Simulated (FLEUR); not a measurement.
Records of electronic-structure calculations.

```json
{"subject": "FeGe: which magnetic order is lowest", "lattice_ang": [[4.689, 0.0, 0.0], [0.0, 4.689, 0.0], [0.0, 0.0, 4.689]], "atoms": [["Fe", 0.135, 0.135, 0.135], ["Fe", 0.365, 0.865, 0.635], ["Fe", 0.635, 0.365, 0.865], ["Fe", 0.865, 0.635, 0.365], ["Ge", 0.842, 0.842, 0.842], ["Ge", 0.658, 0.158, 0.342], ["Ge", 0.342, 0.658, 0.158], ["Ge", 0.158, 0.342, 0.658]], "method": "PBEsol; all-electron FLAPW, Dirac cores, scalar-relativistic bands", "program": "FLEUR MaX-R8.1", "settings_of_one_run": "kmax 3.74 1/bohr, gmax 11.2 1/bohr, muffin tin radii Fe: 2.19, Ge: 2.19 bohr, lmax Fe: [8, 6], Ge: [8, 6], hist occupations, smearing width 0.03 eV, mixer Anderson, mixing 0.05, max iterations 90, stop 2.00e-5 me/bohr³, collinear spin, 6×6×6 k-mesh, mesh matched on, starting moments 2.8 2.8 2.8 2.8 0 0 0 0 μB", "cost": "3 runs, 15 min in all on 4 MPI ranks of Intel Xeon Platinum 8488C (Sapphire Rapids), shared host (the runs of this entry)", "notes": "The database entry behind the starting cell differs from later determinations by our own check (about 0.2 % short). The run is spin-polarised, with a total moment of 4.23 μB a cell. This is the lowest of 3 finished starts, no proof of the ground state.", "results": {"lowest_state_found": "ferromagnetic (initial ferro ++++)", "largest_site_spin_moment": "1.17 μB", "next_finished_state": "antiferromagnetic, 57.7 meV a seeded atom higher", "energy_gained_by_spin_polarisation": "71.4 meV a seeded atom"}}
```

[Logs and program files are shortened in this print: banners, set-up blocks, solver, clock and traceback lines can be left out without a mark of their own.]

[Logs are printed without paths, hosts, clocks, repeated set-up lines and the standing remarks that a program may print on its own settings, such as how far it seeks lower states.]

[Hosts, paths, dates, database ids (printed as entryN), source tags and the programs' standing remarks are cut or masked in the printed files.]

[Where a cell is said to come from a database of computed structures, the database is the Materials Project.]
